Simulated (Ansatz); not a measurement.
# Elastic response of amorphous Si (169 atoms)

Aim: relax amorphous Si (169 atoms), then change its volume and shape to read moduli from the stress.

Calculated with Ansatz 0.2.0; Kohn-Sham DFT, PBE, PAW (set soft_2), plane waves.

### 1. The structure

The cell holds 169 atoms: 169 Si. Its edges and angles: a = 15.165 Å, b = 15.165 Å, c = 15.165 Å, α = 90.0°, β = 90.0°, γ = 90.0°. 169 atoms (169 Si) placed at random at 2.26 g/cm³, melted at 2500 K for 20 ps at fixed volume with the modified Tersoff potential (Kumagai, Izumi, Hara and Sakai, Comput. Mater. Sci. 39, 457 (2007)). Quenched from 2500 K to 300 K at 20 K/ps and fixed volume, held 5 ps. The starting density is a measured one.

What the set-up can't give: The quench rate of 20 K/ps far exceeds what a furnace or splat quench reaches, so expect more defects and frozen-in strain than in a real sample. The network of bonds at the start is that of the classical potential that made the cell, and needn't be the one that DFT or experiment would give. The Brillouin zone is sampled at Γ only.

### 2. Single point at the start

A single point comes first, to see the forces before anything moves.

input.yaml reads:

```yaml
crystal:
  lattice:
    - [15.1647, 0.0, 0.0]
    - [0.0, 15.1647, 0.0]
    - [0.0, 0.0, 15.1647]
  atoms:
    - { symbol: Si, position: [0.96138, 0.88831, 0.32436] }
    - { symbol: Si, position: [0.33305, 0.9789, 0.30183] }
    - { symbol: Si, position: [0.1684, 0.52752, 0.68744] }
    - { symbol: Si, position: [0.72457, 0.7981, 0.50002] }
    - { symbol: Si, position: [0.42802, 0.61947, 0.8501] }
    - { symbol: Si, position: [0.49275, 0.37979, 0.9342] }
    - { symbol: Si, position: [0.60462, 0.02234, 0.47352] }
    - { symbol: Si, position: [0.52825, 0.45468, 0.36311] }
    - { symbol: Si, position: [0.25767, 0.87943, 0.64212] }
    - { symbol: Si, position: [0.18579, 0.27277, 0.02843] }
    - { symbol: Si, position: [0.89571, 0.51712, 0.04961] }
    - { symbol: Si, position: [0.60873, 0.68434, 0.69558] }
    - { symbol: Si, position: [0.73208, 0.3179, 0.4452] }
    - { symbol: Si, position: [0.14451, 0.12108, 0.31771] }
    - { symbol: Si, position: [0.9374, 0.66258, 0.10091] }
    - { symbol: Si, position: [0.85828, 0.52528, 0.70427] }
    - { symbol: Si, position: [0.34243, 0.17963, 0.41096] }
    - { symbol: Si, position: [0.35735, 0.02762, 0.44414] }
    - { symbol: Si, position: [0.03013, 0.34713, 0.583] }
    - { symbol: Si, position: [0.46623, 0.71885, 0.96478] }
    - { symbol: Si, position: [0.90785, 0.47629, 0.29687] }
    - { symbol: Si, position: [0.54792, 0.98567, 0.88105] }
    - { symbol: Si, position: [0.76585, 0.40888, 0.8797] }
    - { symbol: Si, position: [0.64274, 0.58689, 0.9924] }
    - { symbol: Si, position: [0.76066, 0.51949, 0.31749] }
    - { symbol: Si, position: [0.92612, 0.4724, 0.56424] }
    - { symbol: Si, position: [0.38182, 0.24483, 0.71625] }
    - { symbol: Si, position: [0.84242, 0.68951, 0.885] }
    - { symbol: Si, position: [0.14663, 0.87525, 0.44614] }
    - { symbol: Si, position: [0.17943, 0.1755, 0.8287] }
    - { symbol: Si, position: [0.99196, 0.88963, 0.47787] }
    - { symbol: Si, position: [0.59651, 0.7245, 0.54396] }
    [... 131 atom lines left out ...]
    - { symbol: Si, position: [0.31906, 0.06837, 0.17823] }
    - { symbol: Si, position: [0.72675, 0.95651, 0.25735] }
    - { symbol: Si, position: [0.79449, 0.15841, 0.79393] }
    - { symbol: Si, position: [0.21191, 0.94321, 0.78073] }
    - { symbol: Si, position: [0.59947, 0.12857, 0.3612] }
    - { symbol: Si, position: [0.36995, 0.27006, 0.56282] }
kpoints:
  mp_grid: { grid: [1, 1, 1] }
hamiltonian:
  xc: pbe
scf:
  occupations: { method: gaussian, width: 0.025 }
output:
  forces: true
```

Launch:

```console
$ ansatz run input.yaml --threads 4 --pin off --max-ram 15872MiB --backend cpu --events-out ev --progress --plain --runs-dir out
```

Numbers of over 12 decimals in the logs are rounded to 6 here.

The program printed:

```text
Engine: ansatz 0.2.0, aarch64-unknown-linux-gnu
Pseudopotentials: kind: paw
Pseudopotential: Si, paw, valence charge 4, recommended cutoff 420 eV (normal), Si.paw.azcp
[... 5 lines on functional and potentials left out ...]
Crystal: 169 atoms, lattice volume = 3487.398 Å³
Basis set: ecut = 420 eV, 68243 PW (Γ), exchange–correlation on 216×216×216 points (8 copies of the dense FFT grid, shifted against one another)
Bands: 507, of which v1, the nominal top of the filled ones, is band 338 counted from 1 (337 counted from 0)
Symmetry: 1 space group operations
Space group: P1 (ITA 1), of the structure as read, at distance tolerance 1.5e-4 Å
k-points: 1
[... 3 lines on functional and potentials left out ...]
Initial density: superposition of atomic densities (neutral atoms: chi_scale 0, normalization atom), corrected by the library's trained network
Initial wavefunctions: pseudopotential atomic-orbital guess
Functional: x = pbe(κ = 0.804, μ = 0.219515), c = pbe(β = 0.066725)
SCF iter   1: F=—  HF=-107401.875628 eV  |F-HF|=—  |Δ(HF+E_count)|=         —  Δρ=3.60e-3  dr2=1.79e0  ethr=1.77e-3  ⟨swp⟩=6.0  Hψ=2351  notcnv=0  defer=83
preconditioner: auto → Resta (q_TF=auto, 2.076 Å⁻¹)  ε∞=5.7  [insulator: Δε(μ)=0.077 eV  Ē_g=7.510 eV  σ=0.025 eV  W_gap=0.97  n_scr=514 (ndim 8)  ℏωp=16.3 eV  f_vac=0.005  D(μ)=8.47/eV (n_scr^D=18)  ε∞_Penn≈5.7]
SCF iter   2: F=—  HF=-107401.700665 eV  |F-HF|=—  |Δ(HF+E_count)|=   1.75e-1  Δρ=1.84e-3  dr2=2.62e-1  ethr=2.65e-4  ⟨swp⟩=2.0  Hψ=590  notcnv=0  defer=128
SCF iter   3: F=—  HF=-107401.675639 eV  |F-HF|=—  |Δ(HF+E_count)|=   2.50e-2  Δρ=5.08e-4  dr2=2.32e-2  ethr=3.88e-5  ⟨swp⟩=3.0  Hψ=667  notcnv=0  defer=45
automatic band count: iteration 3 solves 392 bands in place of 507: the levels show a gap, and the empty bands left out lie too high to hold charge; the band table lists the bands solved (type scf.n_extra_bands for more)
SCF iter   4: F=—  HF=-107401.678827 eV  |F-HF|=—  |Δ(HF+E_count)|=   3.19e-3  Δρ=1.96e-4  dr2=5.64e-3  ethr=3.43e-6  ⟨swp⟩=3.0  Hψ=721  notcnv=0  defer=45
SCF iter   5: F=—  HF=-107401.680214 eV  |F-HF|=—  |Δ(HF+E_count)|=   1.39e-3  Δρ=7.52e-5  dr2=1.30e-3  ethr=8.35e-7  ⟨swp⟩=3.0  Hψ=691  notcnv=0  defer=45
SCF iter   6: F=—  HF=-107401.680539 eV  |F-HF|=—  |Δ(HF+E_count)|=   3.25e-4  Δρ=3.16e-5  dr2=1.99e-4  ethr=1.93e-7  ⟨swp⟩=2.0  Hψ=438  notcnv=0  defer=45
SCF iter   7: F=—  HF=-107401.680639 eV  |F-HF|=—  |Δ(HF+E_count)|=   1.00e-4  Δρ=1.34e-5  dr2=3.84e-5  ethr=2.94e-8  ⟨swp⟩=2.0  Hψ=504  notcnv=0  defer=45
SCF iter   8: F=—  HF=-107401.682185 eV  |F-HF|=—  |Δ(HF+E_count)|=   1.55e-3  Δρ=5.33e-6  dr2=4.88e-6  ethr=5.68e-9  ⟨swp⟩=2.0  Hψ=572  notcnv=0  defer=45
SCF iter   9: F=—  HF=-107401.682188 eV  |F-HF|=—  |Δ(HF+E_count)|=   2.62e-6  Δρ=1.88e-6  dr2=4.84e-7  ethr=7.22e-10  ⟨swp⟩=2.0  Hψ=527  notcnv=0  defer=45
SCF iter  10: F=-107401.682188 eV  HF=-107401.682188 eV  |F-HF|=4.14e-8  |Δ(HF+E_count)|=   5.02e-7  Δρ=6.79e-7  dr2=6.67e-8  ethr=1.48e-11  ⟨swp⟩=5.0  Hψ=1430  notcnv=0
SCF 1 converged in 10 iterations: F = -107401.682188 eV  dr2 = 6.67e-8
  greatest PAW one-centre occupation: 0.676 electrons in one spin orbital (limit 2), on the Si atom at site 88 (counted from 0), in its partial waves of l = 0
SCF converged after 10 iterations
Free energy (F): -107401.682188 eV
Harris-Foulkes:  -107401.682188 eV  (|F-HF|=4.14e-8)
Internal energy: -107401.674171 eV  (E = F + TS)
E sigma→0 (E₀):  -107401.678180 eV
Entropy (-TS):   -0.008017 eV (-0.047 meV/atom)
Fermi energy:    6.111358 eV
--- Per-component energies (eV) ---
  E_band       = 640.040628
  E_kinetic    = 6746.264940
  E_local      = -6108.974645  (includes V_loc(G=0)·N_el)
  E_nonlocal   = 4366.687256
  E_hartree    = 1944.987727
  E_xc         = -9298.448069
  E_vxc        = -7860.363572  (∫ρ·V_xc dr)
  E_paw        = -86633.131344  (= ΣΔE_a)
  E_vpaw       = -393.548604  (= ΣTr[D̂ρ^β])
  E_aug_tail   = 0.001079  (compensation charges beyond the density's cutoff)
  E_ewald      = -18419.061115
  E_smearing   = -0.008017  (= −TS)
  E_closure    = 0.000000  (closes the sum)
  Σ components = -107401.682188   (vs F -107401.682188, Δ=0.00e0)
--- Forces (eV/Å), atoms counted from 1 ---
  atom   1  Si    -0.57588391    -0.74644434    -0.04875811
  atom   2  Si     0.35831149    -0.81647979    -0.14075325
  atom   3  Si    -0.10750439    -0.46079055    -1.06136340
  atom   4  Si    -0.08375736     0.19396180    -0.07534013
  atom   5  Si    -0.47699130     0.10196733     0.29297093
  atom   6  Si    -0.21629864     0.33515101    -0.47222221
  atom   7  Si     0.64409871    -0.74458417     0.19521830
  atom   8  Si     0.45074750    -0.02628287     1.11645619
  atom   9  Si     0.06550852    -0.86733621     0.83149263
  atom  10  Si    -0.29887139    -0.05187199     0.11315989
  atom  11  Si     0.44407481     0.43749587    -0.20829041
  atom  12  Si     0.40572944     0.35259307    -0.18223764
  atom  13  Si     0.78120557    -0.02184395    -0.08376285
  atom  14  Si    -0.65197705     0.16715056     0.09740160
[...]
atom 168  Si    -0.17308271    -0.30456379    -0.33253119
  atom 169  Si     0.02062318     0.14491421    -0.74509790
  max |Σ_I F_I| component: 2.58e-5 eV/Å
```

The job ended after 44 s (4 threads of Arm Neoverse V1, shared host; peak memory 4.4 GiB).

The column dr2 measures how far the density is from self-consistency, as an energy; F and HF (Harris–Foulkes) agree once it is small.

The r.m.s. force at the start is 0.46 eV/Å.

### 3. Cell and atoms relaxed

The cell is relaxed with the atoms, since the starting lattice needn't suit this functional.

input.yaml reads:

```yaml
crystal:
  lattice:
    - [15.1647, 0.0, 0.0]
    - [0.0, 15.1647, 0.0]
    - [0.0, 0.0, 15.1647]
  atoms:
    [... the 169 atom lines of step 2 ...]
kpoints:
  mp_grid: { grid: [1, 1, 1] }
hamiltonian:
  xc: pbe
scf:
  occupations: { method: gaussian, width: 0.025 }
output:
  forces: true
relax:
  f_tol: 0.05
  max_steps: 150
  cell: {}
```

The program printed:

```text
[...]
Crystal: 169 atoms, lattice volume = 3487.398 Å³
Basis set: ecut = 420 eV, 68243 PW (Γ), exchange–correlation on 216×216×216 points (8 copies of the dense FFT grid, shifted against one another)
Bands: 507, of which v1, the nominal top of the filled ones, is band 338 counted from 1 (337 counted from 0)
Symmetry: 1 space group operations
[...]
k-points: 1
[...]
SCF iter   1: F=—  HF=-107401.875626 eV  |F-HF|=—  |Δ(HF+E_count)|=         —  Δρ=3.60e-3  dr2=1.79e0  ethr=1.77e-3  ⟨swp⟩=6.0  Hψ=2351  notcnv=0  defer=83
[...]
SCF iter   9: F=—  HF=-107401.682188 eV  |F-HF|=—  |Δ(HF+E_count)|=   2.92e-6  Δρ=1.97e-6  dr2=5.70e-7  ethr=7.95e-10  ⟨swp⟩=2.0  Hψ=560  notcnv=0  defer=160
SCF iter  10: F=-107401.682188 eV  HF=-107401.682188 eV  |F-HF|=3.57e-8  |Δ(HF+E_count)|=   5.13e-7  Δρ=7.07e-7  dr2=8.03e-8  ethr=1.48e-11  ⟨swp⟩=5.0  Hψ=1524  notcnv=0
SCF 1 converged in 10 iterations: F = -107401.682188 eV  dr2 = 8.03e-8
[...]
relax step   1: F+E_penalty+E_count = -107401.68218823 eV  Δ(F+E_penalty+E_count) = +0.000e0 eV  max|allowed force component| = 1.572e0 eV/Å  Δτ_max = 0.0000 Å  P = +0.059 GPa  Ω = 3487.398 Å³  (10 SCF iters, dr2 threshold 1.00e-7 eV, accepted)
[... from here on, the SCF cycles and remarks between the steps are left out ...]
relax step   2: F+E_penalty+E_count = -107407.30160726 eV  Δ(F+E_penalty+E_count) = -5.619e0 eV  max|allowed force component| = 6.460e-1 eV/Å  Δτ_max = 0.1941 Å  P = -0.057 GPa  Ω = 3481.773 Å³  energy of the carried Pulay correction = +6.908e-4 eV  (8 SCF iters, dr2 threshold 1.69e-5 eV, accepted)
relax step   3: F+E_penalty+E_count = -107408.57232974 eV  Δ(F+E_penalty+E_count) = -1.271e0 eV  max|allowed force component| = 4.857e-1 eV/Å  Δτ_max = 0.1858 Å  P = -0.025 GPa  Ω = 3475.976 Å³  energy of the carried Pulay correction = +1.404e-3 eV  (7 SCF iters, dr2 threshold 1.69e-5 eV, accepted)
relax step   4: F+E_penalty+E_count = -107409.08611661 eV  Δ(F+E_penalty+E_count) = -5.138e-1 eV  max|allowed force component| = 3.055e-1 eV/Å  Δτ_max = 0.2000 Å  P = -0.088 GPa  Ω = 3483.881 Å³  energy of the carried Pulay correction = +4.318e-4 eV  (7 SCF iters, dr2 threshold 1.47e-5 eV, accepted)
relax step   5: F+E_penalty+E_count = -107409.37317011 eV  Δ(F+E_penalty+E_count) = -2.871e-1 eV  max|allowed force component| = 3.458e-1 eV/Å  Δτ_max = 0.1940 Å  P = -0.011 GPa  Ω = 3484.139 Å³  energy of the carried Pulay correction = +4.001e-4 eV  (8 SCF iters, dr2 threshold 5.83e-6 eV, accepted)
relax step   6: F+E_penalty+E_count = -107409.58203725 eV  Δ(F+E_penalty+E_count) = -2.089e-1 eV  max|allowed force component| = 1.858e-1 eV/Å  Δτ_max = 0.2000 Å  P = +0.050 GPa  Ω = 3480.918 Å³  energy of the carried Pulay correction = +7.959e-4 eV  (8 SCF iters, dr2 threshold 7.47e-6 eV, accepted)
relax step   7: F+E_penalty+E_count = -107409.66297050 eV  Δ(F+E_penalty+E_count) = -8.093e-2 eV  max|allowed force component| = 1.866e-1 eV/Å  Δτ_max = 0.0899 Å  P = -0.011 GPa  Ω = 3484.173 Å³  energy of the carried Pulay correction = +3.959e-4 eV  (7 SCF iters, dr2 threshold 2.16e-6 eV, accepted)
relax step   8: F+E_penalty+E_count = -107409.71204689 eV  Δ(F+E_penalty+E_count) = -4.908e-2 eV  max|allowed force component| = 1.242e-1 eV/Å  Δτ_max = 0.0816 Å  P = -0.022 GPa  Ω = 3484.137 Å³  energy of the carried Pulay correction = +4.004e-4 eV  (7 SCF iters, dr2 threshold 2.18e-6 eV, accepted)
relax step   9: F+E_penalty+E_count = -107409.74840874 eV  Δ(F+E_penalty+E_count) = -3.636e-2 eV  max|allowed force component| = 1.477e-1 eV/Å  Δτ_max = 0.1041 Å  P = -0.038 GPa  Ω = 3484.739 Å³  energy of the carried Pulay correction = +3.264e-4 eV  (7 SCF iters, dr2 threshold 9.64e-7 eV, accepted)
relax step  10: F+E_penalty+E_count = -107409.78776872 eV  Δ(F+E_penalty+E_count) = -3.936e-2 eV  max|allowed force component| = 1.608e-1 eV/Å  Δτ_max = 0.0776 Å  P = -0.008 GPa  Ω = 3483.324 Å³  energy of the carried Pulay correction = +5.002e-4 eV  (6 SCF iters, dr2 threshold 1.36e-6 eV, accepted)
relax step  11: F+E_penalty+E_count = -107409.85753359 eV  Δ(F+E_penalty+E_count) = -6.976e-2 eV  max|allowed force component| = 1.865e-1 eV/Å  Δτ_max = 0.1935 Å  P = +0.018 GPa  Ω = 3482.657 Å³  energy of the carried Pulay correction = +5.822e-4 eV  (7 SCF iters, dr2 threshold 1.62e-6 eV, accepted)
relax step  12: F+E_penalty+E_count = -107409.96837273 eV  Δ(F+E_penalty+E_count) = -1.108e-1 eV  max|allowed force component| = 2.513e-1 eV/Å  Δτ_max = 0.1936 Å  P = +0.020 GPa  Ω = 3483.823 Å³  energy of the carried Pulay correction = +4.389e-4 eV  (6 SCF iters, dr2 threshold 2.17e-6 eV, accepted)
relax step  13: F+E_penalty+E_count = -107410.14759450 eV  Δ(F+E_penalty+E_count) = -1.792e-1 eV  max|allowed force component| = 3.472e-1 eV/Å  Δτ_max = 0.1950 Å  P = -0.000 GPa  Ω = 3486.298 Å³  energy of the carried Pulay correction = +1.350e-4 eV  (6 SCF iters, dr2 threshold 3.95e-6 eV, accepted)
relax step  14: F+E_penalty+E_count = -107410.37905300 eV  Δ(F+E_penalty+E_count) = -2.315e-1 eV  max|allowed force component| = 3.936e-1 eV/Å  Δτ_max = 0.1965 Å  P = -0.020 GPa  Ω = 3489.073 Å³  energy of the carried Pulay correction = -2.056e-4 eV  (6 SCF iters, dr2 threshold 7.53e-6 eV, accepted)
relax step  15: F+E_penalty+E_count = -107410.57849625 eV  Δ(F+E_penalty+E_count) = -1.994e-1 eV  max|allowed force component| = 6.108e-1 eV/Å  Δτ_max = 0.1956 Å  P = -0.020 GPa  Ω = 3492.120 Å³  energy of the carried Pulay correction = -5.792e-4 eV  (6 SCF iters, dr2 threshold 9.68e-6 eV, accepted)
relax step  16: F+E_penalty+E_count = -107410.39143046 eV  Δ(F+E_penalty+E_count) = +1.871e-1 eV  max|allowed force component| = 1.650e0 eV/Å  Δτ_max = 0.1998 Å  P = +0.048 GPa  Ω = 3493.893 Å³  energy of the carried Pulay correction = -7.964e-4 eV  (6 SCF iters, dr2 threshold 1.69e-5 eV, rejected (line search))
relax step  17: F+E_penalty+E_count = -107410.77653512 eV  Δ(F+E_penalty+E_count) = -1.980e-1 eV  max|allowed force component| = 4.839e-1 eV/Å  Δτ_max = 0.0970 Å  P = -0.010 GPa  Ω = 3492.961 Å³  energy of the carried Pulay correction = -6.822e-4 eV  (10 SCF iters, accepted)
relax step  18: F+E_penalty+E_count = -107410.87995653 eV  Δ(F+E_penalty+E_count) = -1.034e-1 eV  max|allowed force component| = 3.293e-1 eV/Å  Δτ_max = 0.0978 Å  P = +0.002 GPa  Ω = 3493.479 Å³  energy of the carried Pulay correction = -7.457e-4 eV  (6 SCF iters, dr2 threshold 1.46e-5 eV, accepted)
relax step  19: F+E_penalty+E_count = -107410.97896803 eV  Δ(F+E_penalty+E_count) = -9.901e-2 eV  max|allowed force component| = 1.571e-1 eV/Å  Δτ_max = 0.1493 Å  P = -0.003 GPa  Ω = 3495.097 Å³  energy of the carried Pulay correction = -9.438e-4 eV  (6 SCF iters, dr2 threshold 6.78e-6 eV, accepted)
relax step  20: F+E_penalty+E_count = -107411.02154355 eV  Δ(F+E_penalty+E_count) = -4.258e-2 eV  max|allowed force component| = 8.625e-2 eV/Å  Δτ_max = 0.1244 Å  P = -0.008 GPa  Ω = 3496.147 Å³  energy of the carried Pulay correction = -1.072e-3 eV  (6 SCF iters, dr2 threshold 1.54e-6 eV, accepted)
relax step  21: F+E_penalty+E_count = -107411.02884587 eV  Δ(F+E_penalty+E_count) = -7.302e-3 eV  max|allowed force component| = 3.679e-2 eV/Å  Δτ_max = 0.0162 Å  P = +0.002 GPa  Ω = 3496.116 Å³  energy of the carried Pulay correction = -1.069e-3 eV  (6 SCF iters, dr2 threshold 4.65e-7 eV, accepted)
relax step  22: F+E_penalty+E_count = -107411.03251452 eV  Δ(F+E_penalty+E_count) = -3.669e-3 eV  max|allowed force component| = 3.685e-2 eV/Å  Δτ_max = 0.0000 Å  P = +0.004 GPa  Ω = 3496.116 Å³  stress off target by 2.33e-2 GPa  SCF on the basis re-selected at this cell (its energy is not comparable with the rows above)  (6 SCF iters)
basis re-selected at this cell: Δ(F+E_penalty+E_count) = -3.669e-3 eV, ΔP = +0.002 GPa vs the last step (what re-selecting the basis moved, of the pressure what is left beyond the Pulay correction that the steps carried, after the strain that the cell walked since its last selection, [...]
SCF converged after 6 iterations
Free energy (F): -107411.032515 eV
[...]
Internal energy: -107411.032290 eV  (E = F + TS)
E sigma→0 (E₀):  -107411.032402 eV
Entropy (-TS):   -0.000225 eV (-0.001 meV/atom)
Fermi energy:    6.031738 eV
[...]
Σ components = -107411.032515   (vs F -107411.032515, Δ=0.00e0)
--- Forces (eV/Å), atoms counted from 1 ---
  atom   1  Si     0.00413552    -0.00213474     0.00181545
  atom   2  Si     0.00307208     0.00136465     0.00335691
  atom   3  Si    -0.00069369     0.00961977    -0.00133090
  atom   4  Si    -0.00260989     0.00074732    -0.00013663
[...]
atom 169  Si    -0.00053937     0.02090753     0.00839607
  max |Σ_I F_I| component: 1.82e-6 eV/Å
--- Stress (GPa, compression-positive) ---
       -0.017743      -0.006478       0.005168
       -0.006478       0.007053       0.004341
        0.005168       0.004341       0.021819
  P = ⅓ Tr σ = 0.0037 GPa (0.037 kbar)
--- Relaxed structure (21 steps of the walk, 20 accepted, 1 SCFs on fresh bases) ---
  F+E_penalty+E_count = -107411.03251452 eV   max|allowed force component| = 3.685e-2 eV/Å   (the final SCF, on the basis selected at the relaxed cell)
  cell:  # Å, volume = 3496.1163 Å³
    - [15.229194, 0.246820, 0.047803]
    - [0.246820, 15.233276, 0.027262]
    - [0.047803, 0.027262, 15.074237]
  atoms:
    - { symbol: Si, position: [0.947712, 0.866149, 0.335037] }
    - { symbol: Si, position: [0.316431, 0.971136, 0.302020] }
    - { symbol: Si, position: [0.151108, 0.484379, 0.685631] }
    - { symbol: Si, position: [0.721172, 0.796385, 0.490160] }
[...]
- { symbol: Si, position: [0.358929, 0.282014, 0.563429] }
```

Wall time 17 min (4 threads); peak memory 4.5 GiB; 66 min of CPU time.

The relaxation converged after 21 steps, with a largest force component of 0.037 eV/Å.

(Part 1 of 3 ends here.)

[Logs are printed without paths, hosts, clocks, repeated set-up lines and the standing remarks that a program may print on its own settings, such as how far it seeks lower states.]

[Hosts, paths, dates, database ids (printed as entryN), source tags and the programs' standing remarks are cut or masked in the printed files.]
